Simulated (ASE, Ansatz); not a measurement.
# Localised basis functions on AlP(110) slab, H on both faces (240 atoms)

Aim: test how closely localised support functions follow the reference on AlP(110) slab, H on both faces (240 atoms), and at what cost. A setting counts as converged where the r.m.s. difference of forces stays under 1 % of the r.m.s. force.

Main program and level: Ansatz 0.2.0; Kohn-Sham DFT, PBE, PAW (set soft_2), plane waves.

## (1) The starting structure

The cell holds 240 atoms: 72 Al, 72 P and 96 H. Cell: a = 23.178 Å, b = 21.852 Å, c = 18.443 Å, α = 90.0°, β = 90.0°, γ = 90.0°. It derives from AlP (zinc-blende). Zinc-blende AlP (a = 5.463 Å), (110) slab of 3 atomic planes, 6 x 4 surface cells, H on the broken bonds of both faces, 12 Å of vacuum; displaced by a Gaussian of 0.02 Å. Regions: slab, 144 atoms (72 Al and 72 P); hydrogen, 96 atoms (96 H). Vacuum lies along c.

Limits known from the start: Caps of real hydrogen don't mimic the fractional bonds of a polar compound, so surface states and strained caps may belong to the model. Beside vacuum, support functions can miss their usual error bounds without a warning. Only the Γ point is sampled, in a cell whose shortest periodic width is 22 Å.

## (2) Plane-wave single point

The first run fixes the reference, at a cutoff of 420 eV.

input.yaml reads:

```yaml
crystal:
  lattice:
    - [23.17755, 0.0, 0.0]
    - [0.0, 21.852, 0.0]
    - [0.0, 0.0, 18.44305]
  atoms:
    - { symbol: Al, position: [0.91689, 0.13373, 0.39585] }
    - { symbol: P, position: [0.99932, 0.07366, 0.39513] }
    - { symbol: Al, position: [0.99972, 0.01007, 0.50101] }
    - { symbol: P, position: [0.91514, 0.19771, 0.49858] }
    - { symbol: Al, position: [0.91589, 0.13467, 0.60318] }
    - { symbol: P, position: [0.99954, 0.07352, 0.6049] }
    - { symbol: Al, position: [0.08313, 0.13515, 0.39506] }
    - { symbol: P, position: [0.16835, 0.07275, 0.39518] }
    - { symbol: Al, position: [0.165, 0.01125, 0.50011] }
    - { symbol: P, position: [0.08312, 0.19886, 0.50072] }
    - { symbol: Al, position: [0.08377, 0.13423, 0.60405] }
    - { symbol: P, position: [0.16527, 0.07403, 0.60379] }
    - { symbol: Al, position: [0.91657, 0.38439, 0.39503] }
    - { symbol: P, position: [0.00024, 0.32379, 0.3942] }
    - { symbol: Al, position: [0.9998, 0.26057, 0.50111] }
    - { symbol: P, position: [0.91761, 0.44871, 0.5] }
    - { symbol: Al, position: [0.91581, 0.38461, 0.60483] }
    - { symbol: P, position: [0.99946, 0.32329, 0.60388] }
    - { symbol: Al, position: [0.24938, 0.13597, 0.39652] }
    - { symbol: P, position: [0.33288, 0.07304, 0.39583] }
    - { symbol: Al, position: [0.33391, 0.01184, 0.50064] }
    - { symbol: P, position: [0.24879, 0.19809, 0.49947] }
    - { symbol: Al, position: [0.2508, 0.1354, 0.60522] }
    - { symbol: P, position: [0.33387, 0.07346, 0.60319] }
    - { symbol: Al, position: [0.08269, 0.38596, 0.3952] }
    - { symbol: P, position: [0.16749, 0.32261, 0.395] }
    - { symbol: Al, position: [0.16659, 0.262, 0.49939] }
    - { symbol: P, position: [0.08265, 0.44706, 0.50007] }
    - { symbol: Al, position: [0.08257, 0.38485, 0.60528] }
    - { symbol: P, position: [0.1655, 0.32381, 0.60449] }
    - { symbol: Al, position: [0.91662, 0.63539, 0.39468] }
    - { symbol: P, position: [0.00104, 0.57462, 0.39634] }
    [... 202 atom lines left out ...]
    - { symbol: H, position: [0.58259, 0.92537, 0.67356] }
    - { symbol: H, position: [0.6665, 0.78575, 0.66705] }
    - { symbol: H, position: [0.75149, 0.92884, 0.32281] }
    - { symbol: H, position: [0.83193, 0.78562, 0.33215] }
    - { symbol: H, position: [0.75032, 0.92842, 0.6757] }
    - { symbol: H, position: [0.83318, 0.78553, 0.66757] }
kpoints:
  mp_grid: { grid: [1, 1, 1] }
hamiltonian:
  xc: pbe
scf:
  occupations: { method: gaussian, width: 0.025 }
output:
  forces: true
  populations: true
  dos:
    method: { smearing: { sigma: 0.08 } }
    de: 0.1
    projected: { site_lists: { Al: [Al], H: [H], P: [P] } }
  eigenvalues: true
  write_density: true
  write_potential: true
  volumetric_format: npy
```

Command:

```bash
ansatz run input.yaml --threads 8 --pin off --max-ram 15872MiB --backend cpu --events-out ev --progress --plain --runs-dir out
```

Numbers of over 12 decimals in the logs are rounded to 6 here.

Log:

```text
Engine: ansatz 0.2.0, aarch64-unknown-linux-gnu
Pseudopotentials: kind: paw
Pseudopotential: Al, paw, valence charge 3, recommended cutoff 420 eV (normal), Al.paw.azcp
Pseudopotential: P, paw, valence charge 5, recommended cutoff 420 eV (normal), P.paw.azcp
Pseudopotential: H, paw, valence charge 1, recommended cutoff 420 eV (normal), H.paw.azcp
[... 5 lines on functional and potentials left out ...]
Crystal: 240 atoms, lattice volume = 9340.959 Å³
Basis set: ecut = 420 eV, 182629 PW (Γ), exchange–correlation on 320×300×250 points (8 copies of the dense FFT grid, shifted against one another)
Bands: 576, of which v1, the nominal top of the filled ones, is band 336 counted from 1 (335 counted from 0)
Symmetry: 1 space group operations
Space group: P1 (ITA 1), of the structure as read, at distance tolerance 2.1e-4 Å
k-points: 1
[... 7 lines on functional and potentials left out ...]
Initial density: superposition of atomic densities (neutral atoms: chi_scale 0, normalization atom), corrected by the library's trained network
Initial wavefunctions: pseudopotential atomic-orbital guess
Functional: x = pbe(κ = 0.804, μ = 0.219515), c = pbe(β = 0.066725)
SCF iter   1: F=—  HF=-94689.036284 eV  |F-HF|=—  |Δ(HF+E_count)|=         —  Δρ=1.98e-3  dr2=1.34e0  ethr=1.77e-3  ⟨swp⟩=8.0  Hψ=3316  notcnv=0  defer=168
preconditioner: auto → Resta (q_TF=auto, 1.759 Å⁻¹)  ε∞=2.2  [insulator: Δε(μ)=2.551 eV  Ē_g=9.055 eV  σ=0.025 eV  W_gap=1.00  n_scr=854 (ndim 8)  ℏωp=10.0 eV  f_vac=0.528  D(μ)=0.00/eV (n_scr^D=0)  ε∞_Penn≈2.2  vacuum switching on, ρ_ref=5.9e-3 e/Å³]
SCF iter   2: F=—  HF=-94688.780607 eV  |F-HF|=—  |Δ(HF+E_count)|=   2.56e-1  Δρ=6.97e-4  dr2=8.39e-2  ethr=1.99e-4  ⟨swp⟩=3.0  Hψ=870  notcnv=0  defer=234
SCF iter   3: F=—  HF=-94688.797600 eV  |F-HF|=—  |Δ(HF+E_count)|=   1.70e-2  Δρ=3.21e-4  dr2=1.61e-2  ethr=1.25e-5  ⟨swp⟩=2.0  Hψ=612  notcnv=0  defer=234
SCF iter   4: F=—  HF=-94688.811494 eV  |F-HF|=—  |Δ(HF+E_count)|=   1.39e-2  Δρ=9.51e-5  dr2=1.54e-3  ethr=2.39e-6  ⟨swp⟩=3.0  Hψ=678  notcnv=0  defer=234
SCF iter   5: F=—  HF=-94688.812078 eV  |F-HF|=—  |Δ(HF+E_count)|=   5.84e-4  Δρ=2.47e-5  dr2=1.97e-4  ethr=2.28e-7  ⟨swp⟩=2.0  Hψ=606  notcnv=0  defer=234
SCF iter   6: F=—  HF=-94688.812091 eV  |F-HF|=—  |Δ(HF+E_count)|=   1.32e-5  Δρ=1.10e-5  dr2=4.39e-5  ethr=2.94e-8  ⟨swp⟩=3.0  Hψ=642  notcnv=0  defer=234
SCF iter   7: F=—  HF=-94688.811523 eV  |F-HF|=—  |Δ(HF+E_count)|=   5.68e-4  Δρ=3.40e-6  dr2=1.48e-6  ethr=6.53e-9  ⟨swp⟩=2.0  Hψ=804  notcnv=0  defer=234
SCF iter   8: F=—  HF=-94688.811526 eV  |F-HF|=—  |Δ(HF+E_count)|=   3.00e-6  Δρ=1.02e-6  dr2=2.85e-7  ethr=2.20e-10  ⟨swp⟩=2.0  Hψ=678  notcnv=0  defer=234
SCF iter   9: F=-94688.811526 eV  HF=-94688.811526 eV  |F-HF|=4.76e-9  |Δ(HF+E_count)|=   1.02e-7  Δρ=3.39e-7  dr2=3.34e-8  ethr=1.49e-11  ⟨swp⟩=27.0  Hψ=7241  notcnv=0
SCF 1 converged in 9 iterations: F = -94688.811526 eV  dr2 = 3.34e-8
  greatest PAW one-centre occupation: 0.780 electrons in one spin orbital (limit 2), on the P atom at site 69 (counted from 0), in its partial waves of l = 0
WARN: The output density's exchange-correlation potential varies sharply where the density is thin. Do not read a vacuum level from v_tot or v_xc, or from such a field of the output density. On a cell that repeats whose density bears no net charge and no dipole along the vacuum's axis use v_es (v_loc + v_h of the components); [...]
SCF converged after 9 iterations
Free energy (F): -94688.811526 eV
Harris-Foulkes:  -94688.811526 eV  (|F-HF|=4.76e-9)
Internal energy: -94688.811526 eV  (E = F + TS)
E sigma→0 (E₀):  -94688.811526 eV
Fermi energy:    -0.995467 eV
--- Per-component energies (eV) ---
  E_band       = -4405.531278
  E_kinetic    = 8020.374326
  E_local      = -108032.318904  (includes V_loc(G=0)·N_el)
  E_nonlocal   = 3376.483596
  E_hartree    = 50329.816355
  E_xc         = -8136.953608
  E_vxc        = -7542.071963  (∫ρ·V_xc dr)
  E_paw        = -74716.447397  (= ΣΔE_a)
  E_vpaw       = -887.510094  (= ΣTr[D̂ρ^β])
  E_aug_tail   = -0.115218  (compensation charges beyond the density's cutoff)
  E_ewald      = 34470.349324
  E_smearing   = -0.000000  (= −TS)
  E_closure    = -0.000000  (closes the sum)
  Σ components = -94688.811526   (vs F -94688.811526, Δ=0.00e0)
--- Forces (eV/Å), atoms counted from 1 ---
  atom   1  Al    -0.38063714     0.93092022    -0.96794563
  atom   2  P      0.31831348    -0.53781311     0.42301536
  atom   3  Al     0.32435355    -0.31878222    -0.15545437
  atom   4  P      0.57899763    -0.45988605     0.23031004
  atom   5  Al    -0.03351053     0.62808062     0.71204879
  atom   6  P      0.05620595    -0.20977003    -0.38886093
  atom   7  Al     0.22950118     0.45456263    -0.27622709
  atom   8  P     -0.60825153    -0.29781372    -0.02553761
  atom   9  Al     0.31187005    -0.79620459    -0.04940451
  atom  10  P      0.06570010    -0.59377120    -0.16635304
  atom  11  Al    -0.37217774     1.08069301     0.77497627
  atom  12  P      0.62355859     0.01159693    -0.65081756
  atom  13  Al     0.09756094     0.72693463    -0.44051496
  atom  14  P     -0.04283081     0.10157394     1.38803554
[...]
atom 239  H     -0.00805199     0.05647555     0.06293882
  atom 240  H     -0.00388013    -0.17007459     0.18521878
  max |Σ_I F_I| component: 2.97e-4 eV/Å
--- Band table (eV) ---
  k-point 0: bands = ["-13.4356", "-13.2852", "-13.2741", "-13.2520", [... 560 levels ...], "3.8763", "3.8868", "3.8889", "3.8964", "3.8977", "3.9088", "3.9151", "3.9248", "3.9324", "3.9430", "3.9461", "3.9705"]
--- Löwdin populations: 240 sites ---
  site symbol       q [e]
     0     Al      2.6039
     1      P      5.1483
     2     Al      2.5992
[...]
239      H      0.9188
  spilling = 0.011326 (of n_electrons = 672.000000)
```

Wall time 2.4 min (8 threads of Arm Neoverse V2, shared host); peak memory 12 GiB; 18 min of CPU time.

In the SCF lines HF is the Harris–Foulkes energy and dr2 the Hartree energy of the density residual, in eV; the loop may stop once dr2 is under the threshold and the program's other checks hold. Hψ counts applications of the Hamiltonian.

The program notes that the exchange-correlation potential is rough where the density is thin.

Numbers from this run:

- free energy: -94688.8115 eV
- free energy per atom: -394.5367 eV/atom
- SCF cycles: 9
- r.m.s. force component: 0.3967 eV/Å
- longest force: 2.001 eV/Å
- Fermi energy: -0.9955 eV
- gap (highest filled to lowest empty level): 2.59 eV
- potential in mid-vacuum, over the Fermi level: 4.57 eV
- potential 4.5 Å over the upper face: 4.571 eV
- potential 4.5 Å under the lower face: 4.57 eV
- spilling of the projection: 0.01133

Length of the force by element:

| element | coordination | atoms | mean length of the force (eV/Å) | spread | least | most |
| --- | --- | --- | --- | --- | --- | --- |
| Al | all | 72 | 0.736 | 0.311 | 0.194 | 1.48 |
| H | all | 96 | 0.401 | 0.331 | 0.0286 | 1.57 |
| P | all | 72 | 0.692 | 0.309 | 0.208 | 2.00 |

Löwdin charges by element (they lack the spilled electrons, 0.032 e an atom on average):

| element | coordination | atoms | mean charge (e) | spread | least | most |
| --- | --- | --- | --- | --- | --- | --- |
| Al | all | 72 | 0.406 | 0.0102 | 0.385 | 0.438 |
| H | all | 96 | -0.0563 | 0.136 | -0.205 | 0.0831 |
| P | all | 72 | -0.225 | 0.105 | -0.377 | -0.145 |

By region:

| region | atoms | mean length of the force (eV/Å) |
| --- | --- | --- |
| slab | 144 | 0.714 |
| hydrogen | 96 | 0.401 |

States in the cell by windows of 1 eV, zero at the Fermi level; the larger projections on atomic orbitals stand beside the total:

| from (eV) | to (eV) | total | P p | Al p | H s | Al s | P s |
| --- | --- | --- | --- | --- | --- | --- | --- |
| -13 | -12 | 19.2 | 0.2 | 2.5 | 2.0 | 4.2 | 10.1 |
| -12 | -11 | 84.4 | 1.3 | 15.4 | 11.1 | 6.7 | 49.2 |
| -11 | -10 | 40.4 | 0.6 | 10.4 | 1.3 | 2.7 | 25.2 |
| -10 | -7 | 0.0 | 0.0 | 0.0 | 0.0 | 0.0 | 0.0 |
| -7 | -6 | 101.6 | 50.1 | 5.0 | 17.5 | 27.1 | 0.7 |
| -6 | -5 | 58.3 | 29.3 | 6.0 | 9.5 | 10.2 | 2.7 |
| -5 | -4 | 70.1 | 35.1 | 11.4 | 14.2 | 4.4 | 4.0 |
| -4 | -3 | 111.5 | 60.3 | 31.0 | 12.7 | 4.4 | 1.8 |
| -3 | -2 | 137.6 | 76.5 | 34.4 | 22.9 | 1.4 | 0.9 |
| -2 | -1 | 48.9 | 27.9 | 9.6 | 10.3 | 0.2 | 0.2 |
| -1 | 1 | 0.0 | 0.0 | 0.0 | 0.0 | 0.0 | 0.0 |
| 1 | 2 | 38.4 | 4.0 | 14.4 | 5.1 | 3.0 | 5.6 |
| 2 | 3 | 107.2 | 16.2 | 35.7 | 11.1 | 12.2 | 11.6 |
| 3 | 4 | 141.6 | 26.6 | 44.1 | 15.3 | 16.0 | 8.9 |

The curve was stored every 0.100 eV, coarse against its broadening of 0.08 eV, so these counts are rough.

The levels nearest the highest filled one (over half full), pooled over k-points and spins:

| level less the highest filled one (eV) | occupation |
| --- | --- |
| -0.490 | 2 |
| -0.471 | 2 |
| -0.448 | 2 |
| -0.304 | 2 |
| -0.283 | 2 |
| 0 | 2 |
| 2.59 | 0 |
| 2.73 | 0 |
| 2.83 | 0 |
| 2.85 | 0 |
| 2.92 | 0 |
| 2.93 | 0 |

Planar average of the electrostatic potential energy along the normal, with the Fermi level as zero, after a running mean with a triangular window 4 Å wide at its base:

| height (Å) | potential energy (eV) |
| --- | --- |
| 0.0 | 4.57 |
| 0.6 | 4.57 |
| 1.0 | 4.57 |
| 1.6 | 4.57 |
| 2.1 | 4.57 |
| 2.7 | 4.57 |
| 3.1 | 4.56 |
| 3.7 | 4.52 |
| 4.1 | 4.40 |
| 4.7 | 3.94 |
| 5.2 | 3.22 |
| 5.8 | 1.54 |
| 6.3 | -0.47 |
| 6.8 | -1.87 |
| 7.4 | -3.27 |
| 7.8 | -3.78 |
| 8.4 | -3.99 |
| 8.9 | -4.06 |
| 9.4 | -4.08 |
| 9.9 | -4.03 |
| 10.5 | -3.87 |
| 10.9 | -3.50 |
| 11.5 | -2.28 |
| 12.0 | -0.95 |
| 12.5 | 1.05 |
| 13.1 | 2.88 |
| 13.6 | 3.76 |
| 14.2 | 4.33 |
| 14.6 | 4.50 |
| 15.2 | 4.56 |
| 15.6 | 4.57 |
| 16.2 | 4.57 |
| 16.7 | 4.57 |
| 17.3 | 4.57 |
| 17.7 | 4.57 |
| 18.3 | 4.57 |

Valence density in the cb plane at fractional x = 0.000, with atoms of P and Al and H within 0.2 Å of it. It is the smooth field of the valence electrons, not physical close to the nuclei.

Values in units of 1e-1 e/Å³, 13 rows by 16 columns, each cell a mean:
```
0.0 0.0 0.0 0.0 0.0 0.1 0.2 0.8 1.0 0.4 0.1 0.0 0.0 0.0 0.0 0.0
0.0 0.0 0.0 0.0 0.1 1.0 3.0 1.0 0.6 2.7 1.9 0.1 0.0 0.0 0.0 0.0
0.0 0.0 0.0 0.0 0.4 6.4 4.6 3.6 2.3 4.7 7.0 1.4 0.0 0.0 0.0 0.0
0.0 0.0 0.0 0.0 0.1 0.4 0.5 1.0 1.1 0.6 0.5 0.1 0.0 0.0 0.0 0.0
0.0 0.0 0.0 0.0 0.0 0.5 1.8 0.6 0.4 1.4 1.0 0.1 0.0 0.0 0.0 0.0
0.0 0.0 0.0 0.0 0.3 5.5 5.2 3.6 2.0 5.2 7.0 1.1 0.0 0.0 0.0 0.0
0.0 0.0 0.0 0.0 0.2 1.7 1.1 1.4 1.3 1.4 1.8 0.4 0.0 0.0 0.0 0.0
0.0 0.0 0.0 0.0 0.0 0.2 0.7 0.5 0.5 0.6 0.4 0.0 0.0 0.0 0.0 0.0
0.0 0.0 0.0 0.0 0.2 3.7 4.7 2.7 1.6 4.5 4.6 0.6 0.0 0.0 0.0 0.0
0.0 0.0 0.0 0.0 0.2 4.2 2.8 2.2 1.7 2.9 4.4 1.0 0.0 0.0 0.0 0.0
0.0 0.0 0.0 0.0 0.0 0.1 0.3 0.6 0.7 0.4 0.2 0.0 0.0 0.0 0.0 0.0
0.0 0.0 0.0 0.0 0.1 1.9 3.7 1.7 0.9 3.5 2.9 0.3 0.0 0.0 0.0 0.0
0.0 0.0 0.0 0.0 0.4 5.8 4.0 3.0 2.0 4.1 6.2 1.4 0.0 0.0 0.0 0.0
```
Columns run along c (18.4 Å), rows up along b (21.9 Å). Atoms in or near the plane, at fractional coordinates: P at (0.40, 0.07), Al at (0.50, 0.01), P at (0.60, 0.07), P at (0.39, 0.32), Al at (0.50, 0.26), P at (0.60, 0.32), P at (0.40, 0.57), Al at (0.50, 0.51), P at (0.61, 0.57), P at (0.40, 0.82), Al at (0.50, 0.76), P at (0.60, 0.82), H at (0.33, 0.04), H at (0.67, 0.04) and more.

Electrostatic potential energy in the cb plane at fractional x = 0.000, with atoms of P and Al and H within 0.2 Å of it. With pseudopotentials it is smooth inside the atoms' cores, unlike the true potential.

Ten even steps from '0' (-35 eV) to '9' (4 eV), each cell a mean:
```
99999999999999999999999876556789999999999999999999999
99999999999999999999999999999999999999999999999999999
99999999999999999999998999999998899999999999999999999
99999999999999999984111488998841014899999999999999999
99999999999999999533000376666730003359999999999999999
99999999999999999558888854664588888569999999999999999
99999999999999999999999886556789999999999999999999999
99999999999999999999999999999999999999999999999999999
99999999999999999999888999999998899999999999999999999
99999999999999999984101488999852014899999999999999999
99999999999999999543101476666740002359999999999999999
99999999999999999658888854664588888569999999999999999
99999999999999999999999876556789999999999999999999999
99999999999999999999999999999999999999999999999999999
99999999999999999999888999999998889999999999999999999
99999999999999999983111589998841114899999999999999999
99999999999999999532101476666731003459999999999999999
99999999999999999658888854664588888569999999999999999
99999999999999999999999876556789999999999999999999999
99999999999999999999999999999999999999999999999999999
99999999999999999999888999999998889999999999999999999
99999999999999999984111489999841114899999999999999999
99999999999999999533000476666740003359999999999999999
99999999999999999658888854664588888569999999999999999
```
Columns run along c (18.4 Å; values clipped at the 3rd and 97th percentile), rows up along b (21.9 Å). Atoms in or near the plane, at fractional coordinates: P at (0.40, 0.07), Al at (0.50, 0.01), P at (0.60, 0.07), P at (0.39, 0.32), Al at (0.50, 0.26), P at (0.60, 0.32), P at (0.40, 0.57), Al at (0.50, 0.51), P at (0.61, 0.57), P at (0.40, 0.82), Al at (0.50, 0.76), P at (0.60, 0.82), H at (0.33, 0.04), H at (0.67, 0.04) and more.

Mean Löwdin charges: Al +0.41, H -0.06, P -0.22 e (they miss 1.1 % of the electrons, so they add up to more than the cell's charge). Charges this small depend on the projection, at times even in sign. The largest share in the top eV of filled states is P p (54 % of the projected weight), and in the lowest eV of empty states Al p (44 % of the projected weight). The potential stands 5.87 eV above the highest filled level over the upper face and 5.86 eV under the lower one, a reading of the ionisation potential at this level.

[end of part 1 of 2]

[Logs are printed without paths, hosts, clocks, repeated set-up lines and the standing remarks that a program may print on its own settings, such as how far it seeks lower states.]

[Hosts, paths, dates, database ids (printed as entryN), source tags and the programs' standing remarks are cut or masked in the printed files.]
